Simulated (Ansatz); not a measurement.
# Au wire along [111], 19 atoms a period: bands by functional and under strain, part 2 of 3

What gap, if any, does the Au wire along [111], 19 atoms a period have, and how does it change with the functional and under strain?

Ansatz 0.2.0; DFT PBE, plane waves, PAW; relaxation of a wire's period (the session's first sound run).

So far. Step 2 (Relaxation of atoms and period): The cell's length comes to 6.728 Å with spin left out.

**3. Bands of the perfect wire**

This step: DFT PBE, plane waves, PAW; bands of a perfect wire (Ansatz 0.2.0).

At the relaxed period the bands are computed along the axis; those that cross an energy going forward count the channels that a perfect wire would open there.

input.yaml reads:

```yaml
crystal:
  lattice:
    - [14.154, 0.0, 0.0]
    - [0.0, 13.593, 0.0]
    - [0.0, 0.0, 6.7283537703]
  atoms:
    - { symbol: Au, position: [0.337271056, 0.500009253, 0.0] }
    - { symbol: Au, position: [0.449392882, 0.691472883, 0.010669604] }
    - { symbol: Au, position: [0.245790781, 0.44001887, 0.337288143] }
    - { symbol: Au, position: [0.345777718, 0.626273019, 0.324053388] }
    - { symbol: Au, position: [0.44382044, 0.427582023, 0.333869416] }
    - { symbol: Au, position: [0.55503147, 0.253942742, 0.321004561] }
    - { symbol: Au, position: [0.554748149, 0.635163113, 0.339508928] }
    - { symbol: Au, position: [0.658707672, 0.437687281, 0.343436106] }
    - { symbol: Au, position: [0.245790781, 0.559999636, 0.662711857] }
    - { symbol: Au, position: [0.345777718, 0.373745487, 0.675946612] }
    - { symbol: Au, position: [0.44382044, 0.572436483, 0.666130584] }
    - { symbol: Au, position: [0.55503147, 0.746075764, 0.678995439] }
    - { symbol: Au, position: [0.554748149, 0.364855393, 0.660491072] }
    - { symbol: Au, position: [0.658707672, 0.562331225, 0.656563894] }
    - { symbol: Au, position: [0.449392882, 0.308545623, 0.989330396] }
    - { symbol: Au, position: [0.546836029, 0.500009253, 0.0] }
    - { symbol: Au, position: [0.655213369, 0.317531088, 0.99774812] }
    - { symbol: Au, position: [0.655213369, 0.682487418, 0.00225188] }
    - { symbol: Au, position: [0.746911486, 0.500009253, 0.0] }
kpoints:
  mp_grid: { grid: [1, 1, 12] }
  band_path: { path: ["Γ", Z], npoints: 50 }
scf:
  occupations: { method: fermi_dirac, width: 0.05 }
hamiltonian:
  xc: pbe
output:
  dos: { e_range: [-5, 4] }
  write_potential: true
  write_density: true
  volumetric_format: npy
  elf: true
```

Launch:

```bash
$ ansatz run input.yaml --threads 8 --pin off --max-ram 16384MiB --backend cpu --events-out ev --progress --plain --runs-dir out
```

Numbers of over 12 decimals in the logs are rounded to 6 here.

What it wrote:

```text
[...]
Crystal: 19 atoms, lattice volume = 1294.504 Å³
Basis set: ecut = 420 eV, 25297 PW (Γ)
Bands: 217, of which v1, the nominal top of the filled ones, is band 181 counted from 1 (180 counted from 0)
Symmetry: 2 space group operations
[...]
k-points: 7 of 12
[...]
SCF iter   1: F=—  HF=-249826.356508 eV  |F-HF|=—  |Δ(HF+E_count)|=         —  Δρ=2.29e-3  dr2=1.99e-1  ethr=1.77e-3  ⟨swp⟩=7.6  Hψ=5812  notcnv=0  defer=139
[...]
SCF iter   8: F=-249826.385102 eV  HF=-249826.385102 eV  |F-HF|=6.08e-9  |Δ(HF+E_count)|=   2.65e-7  Δρ=1.71e-6  dr2=5.78e-8  ethr=2.77e-11  ⟨swp⟩=17.3  Hψ=7505  notcnv=0
SCF 1 converged in 8 iterations: F = -249826.385102 eV  dr2 = 5.78e-8
[...]
NSCF: frozen V_eff on 51 k-points
WARN: The output density's exchange-correlation potential varies sharply where the density is thin. Do not read a vacuum level from v_tot or v_xc, or from such a field of the output density. On a cell that repeats whose density bears no net charge and no dipole along the vacuum's axis use v_es (v_loc + v_h of the components); under efield.dipole_correction with no amplitude use v_es + v_field, which holds any externa [...]
SCF converged after 8 iterations
Free energy (F): -249826.385102 eV
[...]
Internal energy: -249826.326334 eV  (E = F + TS)
E sigma→0 (E₀):  -249826.355718 eV
Entropy (-TS):   -0.058767 eV (-3.093 meV/atom)
Fermi energy:    1.357953 eV
[...]
--- Band table (eV; the first three rows and the last of 7) ---
  k-point 0: bands = [... 177 lower, 0.5080, 0.5665, 1.5441, 1.6792, 1.7737, 1.8592, 2.0208, 2.0908, ... 32 higher]
  k-point 1: bands = [... 177 lower, 0.4733, 0.8244, 1.2815, 1.3951, 1.6907, 1.8415, 2.3396, 2.4395, ... 32 higher]
  k-point 2: bands = [... 177 lower, 0.3658, 0.8217, 0.9780, 1.4537, 1.6885, 1.8476, 2.3588, 2.4504, ... 32 higher]
  k-point 6: bands = [... 177 lower, 0.4363, 0.4759, 0.9091, 1.1580, 1.3918, 1.4243, 2.5909, 2.6022, ... 32 higher]
```

It took 3.6 min on 8 threads of Intel Xeon at 2.70GHz, shared host; peak memory 14 GiB; 28 min of CPU time.

This step gave:

```
band gap : 0 eV
```

Electronic bands along the path, in eV, zero at the Fermi level; # counts the bands kept:

```
  point    #60    #61    #62    #63    #64   #65   #66   #67
      Γ  -1.06  -0.85  -0.79   0.19   0.32  0.42  0.50  0.66
halfway  -1.24  -1.04  -0.85  -0.47   0.21  0.37  0.72  0.88
      Z  -1.27  -0.92  -0.88  -0.45  -0.20  0.03  0.07  1.23
```

Valence density in the cb plane at fractional x = 0.547, with atoms of Au within 0.2 Å of it. It is the smooth field of the valence electrons, not physical close to the nuclei.

Values in e/Å³, 13 rows by 16 columns, each cell a mean:
```
 0  0  0  0  0  0  0  0  0  0  0  0  0  0  0  0
 0  0  0  0  0  0  0  0  0  0  0  0  0  0  0  0
 0  0  0  0  0  0  0  0  0  1  4  4  2  0  0  0
 0  0  0  0  0  1  1  0  1  3  8  8  4  1  0  0
 0  0  0  1  6 10  8  2  0  0  0  0  0  0  0  0
 2  1  0  0  1  3  2  1  0  0  0  0  0  0  1  2
11  5  1  0  0  0  0  0  0  0  0  0  0  0  3  8
 1  1  0  0  0  0  0  0  0  2  5  4  1  0  0  1
 0  0  0  0  1  1  1  0  1  4  8  7  2  0  0  0
 0  0  0  2  7 10  6  1  0  0  0  0  0  0  0  0
 0  0  0  0  2  2  1  0  0  0  0  0  0  0  0  0
 0  0  0  0  0  0  0  0  0  0  0  0  0  0  0  0
 0  0  0  0  0  0  0  0  0  0  0  0  0  0  0  0
```
Columns run along c (6.7 Å), rows up along b (13.6 Å). Atoms in or near the plane, at fractional coordinates: Au at (0.32, 0.25), Au at (0.34, 0.64), Au at (0.68, 0.75), Au at (0.66, 0.36), Au at (0.00, 0.50).

Electrostatic potential energy in the cb plane at fractional x = 0.547, with atoms of Au within 0.2 Å of it. With pseudopotentials it is smooth inside the atoms' cores, unlike the true potential.

Values in eV, 13 rows by 16 columns, each cell a mean:
```
  6   6   6   6   6   6   6   6   6   6   6   6   6   6   6   6
  6   6   6   6   6   6   6   6   6   5   5   5   5   6   6   6
  6   6   6   6   6   6   6   5   1 -13 -26 -27 -16  -1   4   6
  3   4   4   3  -1  -6  -4   1  -3 -28 -43 -44 -32  -7   3   3
  3   3   1 -14 -41 -47 -46 -25  -1   2  -1  -1   2   4   4   3
-19 -11  -1  -2 -14 -21 -17  -5   3   3   3   3   4   3  -5 -16
-47 -41 -12   2   4   4   4   5   5   4   4   4   3  -2 -29 -46
 -9  -3   2   4   3   3   3   3  -3 -20 -30 -28 -13   0  -1  -7
  3   3   4   1  -5  -8  -4   0  -8 -34 -43 -41 -24  -2   3   3
  4   3  -1 -23 -45 -47 -43 -15   1   3   1   2   4   5   5   4
  6   6   4  -3 -14 -18 -12   0   5   6   6   6   6   6   6   6
  6   6   6   6   6   5   6   6   6   6   6   6   6   6   6   6
  6   6   6   6   6   6   6   6   6   6   6   6   6   6   6   6
```
Columns run along c (6.7 Å; values clipped at the 3rd and 97th percentile), rows up along b (13.6 Å). Atoms in or near the plane, at fractional coordinates: Au at (0.32, 0.25), Au at (0.34, 0.64), Au at (0.68, 0.75), Au at (0.66, 0.36), Au at (0.00, 0.50).

ELF in the cb plane at fractional x = 0.547, with atoms of Au within 0.2 Å of it. It is the smooth field of the valence electrons, not physical close to the nuclei.

Values, 13 rows by 16 columns, each cell a mean:
```
0.00 0.00 0.00 0.00 0.00 0.00 0.00 0.01 0.01 0.02 0.02 0.03 0.02 0.02 0.01 0.01
0.03 0.02 0.01 0.01 0.01 0.01 0.03 0.07 0.11 0.14 0.16 0.16 0.14 0.11 0.07 0.04
0.11 0.10 0.08 0.06 0.07 0.08 0.11 0.17 0.26 0.39 0.48 0.48 0.39 0.25 0.18 0.14
0.20 0.19 0.18 0.20 0.28 0.33 0.30 0.25 0.28 0.45 0.60 0.61 0.49 0.30 0.21 0.20
0.17 0.18 0.21 0.35 0.55 0.65 0.59 0.42 0.23 0.21 0.23 0.23 0.19 0.13 0.13 0.15
0.37 0.31 0.23 0.24 0.33 0.40 0.38 0.27 0.18 0.17 0.17 0.16 0.15 0.17 0.26 0.36
0.66 0.54 0.35 0.20 0.15 0.14 0.13 0.11 0.10 0.13 0.15 0.16 0.17 0.26 0.46 0.61
0.30 0.24 0.16 0.13 0.15 0.16 0.17 0.18 0.25 0.40 0.49 0.46 0.33 0.22 0.23 0.28
0.17 0.15 0.14 0.20 0.28 0.30 0.26 0.23 0.30 0.49 0.61 0.58 0.43 0.24 0.19 0.18
0.19 0.20 0.25 0.42 0.59 0.65 0.56 0.38 0.25 0.24 0.27 0.25 0.19 0.16 0.17 0.18
0.10 0.13 0.19 0.28 0.38 0.42 0.38 0.28 0.19 0.11 0.07 0.05 0.04 0.05 0.07 0.08
0.02 0.04 0.07 0.10 0.12 0.13 0.12 0.09 0.06 0.03 0.01 0.00 0.00 0.01 0.01 0.02
0.00 0.00 0.01 0.01 0.01 0.01 0.01 0.01 0.00 0.00 0.00 0.00 0.00 0.00 0.00 0.00
```
Columns run along c (6.7 Å), rows up along b (13.6 Å). Atoms in or near the plane, at fractional coordinates: Au at (0.32, 0.25), Au at (0.34, 0.64), Au at (0.68, 0.75), Au at (0.66, 0.36), Au at (0.00, 0.50).

Between Γ and Z the bands cross the Fermi level 6 times, so a perfect wire would conduct at least 6 G₀, with spin left out.

**4. Levels at the same atoms, k-mesh 1×1×9**

This step: DFT LDA, plane waves, PAW; bands of a perfect wire at the PBE geometry (Ansatz 0.2.0).

The atoms stay at the PBE geometry and the functional changes. At fixed atoms LDA and the gradient-corrected functionals usually give like bands; this run checks that. Against the first PBE run of this kind, the mesh along the wire has 9 points against 12.

Edit input.yaml of step 3 so:

```diff
@@ -26,3 +26,3 @@
 kpoints:
-  mp_grid: { grid: [1, 1, 12] }
+  mp_grid: { grid: [1, 1, 9] }
   band_path: { path: ["Γ", Z], npoints: 50 }
@@ -31,8 +31,2 @@
 hamiltonian:
-  xc: pbe
-output:
-  dos: { e_range: [-5, 4] }
-  write_potential: true
-  write_density: true
-  volumetric_format: npy
-  elf: true
+  xc: lda
```

What it wrote:

```text
[...]
Crystal: 19 atoms, lattice volume = 1294.504 Å³
Basis set: ecut = 420 eV, 25297 PW (Γ)
Bands: 217, of which v1, the nominal top of the filled ones, is band 181 counted from 1 (180 counted from 0)
Symmetry: 2 space group operations
[...]
k-points: 5 of 9
[...]
SCF iter   1: F=—  HF=-244417.133353 eV  |F-HF|=—  |Δ(HF+E_count)|=         —  Δρ=4.63e-3  dr2=3.48e-1  ethr=1.77e-3  ⟨swp⟩=7.6  Hψ=4288  notcnv=0  defer=82
[...]
SCF iter   8: F=-244417.099147 eV  HF=-244417.099147 eV  |F-HF|=2.56e-8  |Δ(HF+E_count)|=   2.41e-8  Δρ=1.73e-6  dr2=4.99e-8  ethr=2.77e-11  ⟨swp⟩=14.2  Hψ=5401  notcnv=0
SCF 1 converged in 8 iterations: F = -244417.099147 eV  dr2 = 4.99e-8
[...]
SCF converged after 8 iterations
Free energy (F): -244417.099147 eV
[...]
Internal energy: -244417.040071 eV  (E = F + TS)
E sigma→0 (E₀):  -244417.069609 eV
Entropy (-TS):   -0.059076 eV (-3.109 meV/atom)
Fermi energy:    0.916169 eV
[...]
--- Band table (eV; the first three rows and the last of 5) ---
  k-point 0: bands = [... 177 lower, 0.1362, 0.1870, 1.1437, 1.2804, 1.3753, 1.4596, 1.6221, 1.6935, ... 32 higher]
  k-point 1: bands = [... 177 lower, 0.0798, 0.5270, 0.7745, 0.9106, 1.2902, 1.4444, 1.9888, 2.0500, ... 32 higher]
  k-point 2: bands = [... 177 lower, -0.0798, 0.2267, 0.5085, 1.2321, 1.3064, 1.5296, 1.8806, 2.0076, ... 32 higher]
  k-point 4: bands = [... 177 lower, -0.0358, 0.1392, 0.5289, 0.8380, 0.8587, 1.2160, 2.1263, 2.1540, ... 32 higher]
```

Elapsed: 3.5 min, on 8 threads; peak memory 14 GiB.

This step gave:

- energy at zero smearing: -244417.0696 eV

The electronic bands at the labelled points (eV, zero at the Fermi level; # counts the bands kept):

```
  point    #61    #62    #63    #64    #65   #66   #67   #68
      Γ  -0.99  -0.78  -0.73   0.23   0.36  0.46  0.54  0.71
halfway  -1.16  -0.98  -0.79  -0.41   0.26  0.41  0.75  0.92
      Z  -1.17  -0.86  -0.83  -0.40  -0.15  0.09  0.12  1.27
```

Bands cross the Fermi level, as under PBE at the relaxed period.

**5. Another level of theory, k-mesh 1×1×9**

This step: DFT PBEsol, plane waves, PAW; bands of a perfect wire at the PBE geometry (Ansatz 0.2.0).

The atoms stay at the PBE geometry and the functional changes. At fixed atoms LDA and the gradient-corrected functionals usually give like bands; this run checks that. Against the first PBE run of this kind, the mesh along the wire has 9 points against 12.

Edit input.yaml of step 4 so:

```diff
@@ -31,2 +31,2 @@
 hamiltonian:
-  xc: lda
+  xc: pbesol
```

What it wrote:

```text
[...]
Crystal: 19 atoms, lattice volume = 1294.504 Å³
Basis set: ecut = 420 eV, 25297 PW (Γ)
Bands: 217, of which v1, the nominal top of the filled ones, is band 181 counted from 1 (180 counted from 0)
Symmetry: 2 space group operations
[...]
k-points: 5 of 9
[...]
--- Band table (eV; the first three rows and the last of 5) ---
  k-point 0: bands = [... 177 lower, 0.4005, 0.4489, 1.4181, 1.5572, 1.6443, 1.7335, 1.8939, 1.9691, ... 32 higher]
  k-point 1: bands = [... 177 lower, 0.3429, 0.7906, 1.0424, 1.1762, 1.5695, 1.7235, 2.2684, 2.3318, ... 32 higher]
  k-point 2: bands = [... 177 lower, 0.1859, 0.4903, 0.7782, 1.5075, 1.5814, 1.7972, 2.1612, 2.2891, ... 32 higher]
  k-point 4: bands = [... 177 lower, 0.2290, 0.4066, 0.7994, 1.1109, 1.1308, 1.4901, 2.4008, 2.4342, ... 32 higher]
[key lines of the parts left out:]
SCF converged after 8 iterations
Free energy (F): -247120.272833 eV
Fermi energy:    1.186108 eV
```

Wall time 3.4 min (8 threads); peak memory 14 GiB; 27 min of CPU time.

Electronic bands along the path, in eV, zero at the Fermi level; # counts the bands kept:

```
  point    #61    #62    #63    #64    #65   #66   #67   #68
      Γ  -1.00  -0.79  -0.74   0.23   0.37  0.46  0.55  0.71
halfway  -1.18  -0.98  -0.80  -0.41   0.26  0.41  0.75  0.93
      Z  -1.19  -0.87  -0.83  -0.40  -0.15  0.09  0.12  1.27
```

Bands cross the Fermi level, as under PBE at the relaxed period.

**6. Levels at the same atoms, cutoff 500 eV, k-mesh 1×1×9**

This step: DFT r2SCAN, plane waves, PAW; bands of a perfect wire at the PBE geometry (Ansatz 0.2.0).

The atoms stay at the PBE geometry and the functional changes. r2SCAN also reads the kinetic-energy density; it often gives larger moments and wider gaps than PBE, at a higher cost. Against the first PBE run of this kind, the cutoff is 500 eV against 420 and the mesh along the wire has 9 points against 12.

Edit input.yaml of step 5 so:

```diff
@@ -31,2 +31,2 @@
 hamiltonian:
-  xc: pbesol
+  xc: r2scan
```

What it wrote:

```text
[...]
Crystal: 19 atoms, lattice volume = 1294.504 Å³
Basis set: ecut = 500 eV, 32899 PW (Γ), exchange–correlation on 432×400×200 points (64 copies of the dense FFT grid, shifted against one another)
Bands: 217, of which v1, the nominal top of the filled ones, is band 181 counted from 1 (180 counted from 0)
Symmetry: 2 space group operations
[...]
k-points: 5 of 9
[...]
--- Band table (eV; the first three rows and the last of 5) ---
  k-point 0: bands = [... 177 lower, 0.4004, 0.4672, 1.5122, 1.6489, 1.7527, 1.8373, 2.0013, 2.0761, ... 32 higher]
  k-point 1: bands = [... 177 lower, 0.3394, 0.8388, 1.1056, 1.2620, 1.6667, 1.8236, 2.4051, 2.4789, ... 32 higher]
  k-point 2: bands = [... 177 lower, 0.1748, 0.4932, 0.8222, 1.5948, 1.6904, 1.9517, 2.2933, 2.4240, ... 32 higher]
  k-point 4: bands = [... 177 lower, 0.2316, 0.4288, 0.8507, 1.1855, 1.1992, 1.5840, 2.5638, 2.6157, ... 32 higher]
[key lines of the parts left out:]
SCF converged after 9 iterations
Free energy (F): -250093.679064 eV
Fermi energy:    1.260359 eV
```

The job ended after 6.5 min (8 threads; peak memory 14 GiB).

The electronic bands at the labelled points (eV, zero at the Fermi level; # counts the bands kept):

```
  point    #61    #62    #63    #64    #65   #66   #67   #68
      Γ  -1.09  -0.86  -0.79   0.25   0.39  0.49  0.58  0.74
halfway  -1.29  -1.06  -0.88  -0.44   0.27  0.44  0.85  0.99
      Z  -1.38  -0.93  -0.89  -0.42  -0.16  0.09  0.14  1.35
```

Bands cross the Fermi level, as under PBE at the relaxed period.

**7. Two-component spinors, k-mesh 1×1×8**

This step: DFT PBE, plane waves, fully relativistic PAW; bands of a perfect wire with spin-orbit coupling (Ansatz 0.2.0).

Spin-orbit coupling mixes the spins and splits bands that cross or touch without it, so it can open or close channels. Fully relativistic datasets take the place of the scalar ones. Against the first PBE run of this kind, the mesh along the wire has 8 points against 12.

Edit input.yaml of step 6 so:

```diff
@@ -26,3 +26,3 @@
 kpoints:
-  mp_grid: { grid: [1, 1, 9] }
+  mp_grid: { grid: [1, 1, 8] }
   band_path: { path: ["Γ", Z], npoints: 50 }
@@ -31,2 +31,6 @@
 hamiltonian:
-  xc: r2scan
+  xc: pbe
+  pseudopotentials: { kind: paw_fr }
+magnetization:
+  noncollinear: true
+  spin_orbit: true
```

What it wrote:

```text
[...]
non-collinear run that drives no moment, with spin-orbit: no starting moment large enough to seed its density (crystal.atoms[].spin), no starting occupations that ask for one, no magnetisation constraint and no magnetic field, so the semilocal B_xc is pinned to zero
Crystal: 19 atoms, lattice volume = 1294.504 Å³
Basis set: ecut = 420 eV, 25297 PW (Γ)
[...]
k-point 0: bands = [... 357 lower, 0.6833, 1.4872, 1.4872, 1.6714, 1.6714, 1.7732, 1.7732, 1.8899, ... 69 higher]
  k-point 1: bands = [... 357 lower, 0.9757, 1.1310, 1.1636, 1.3012, 1.3380, 1.6380, 1.6665, 1.8649, ... 69 higher]
  k-point 2: bands = [... 357 lower, 0.6081, 0.9336, 0.9378, 1.5136, 1.5900, 1.6714, 1.8242, 2.0236, ... 69 higher]
  k-point 4: bands = [... 357 lower, 0.5694, 0.9724, 0.9724, 1.2086, 1.2086, 1.4137, 1.4137, 1.4573, ... 69 higher]
[key lines of the parts left out:]
SCF converged after 10 iterations
Magnetization: |M| = 0.0000 μB,  M = (+0.0000, +0.0000, +0.0000) μB
Free energy (F): -250538.061406 eV
Fermi energy:    1.367311 eV
```

Run time: 40 min. Hardware: 8 threads; peak memory 14 GiB; 4.8 h of CPU time.

Numbers from this step:

```yaml
energy_at_zero_smearing: -250538.0386 eV
```

Electronic bands along the path, in eV, zero at the Fermi level; # counts the bands kept:

```
  point    #57    #58    #59    #60    #61   #62   #63   #64
      Γ  -0.68   0.12   0.12   0.30   0.30  0.41  0.41  0.52
halfway  -0.76  -0.43  -0.43   0.15   0.22  0.30  0.46  0.66
      Z  -0.80  -0.39  -0.39  -0.16  -0.16  0.05  0.05  0.09
```

Bands cross the Fermi level, as under PBE at the relaxed period, with no moment.

[end of part 2 of 3]

[Logs are printed without paths, hosts, clocks, repeated set-up lines and the standing remarks that a program may print on its own settings, such as how far it seeks lower states.]

[Hosts, paths, dates, database ids (printed as entryN), source tags and the programs' standing remarks are cut or masked in the printed files.]
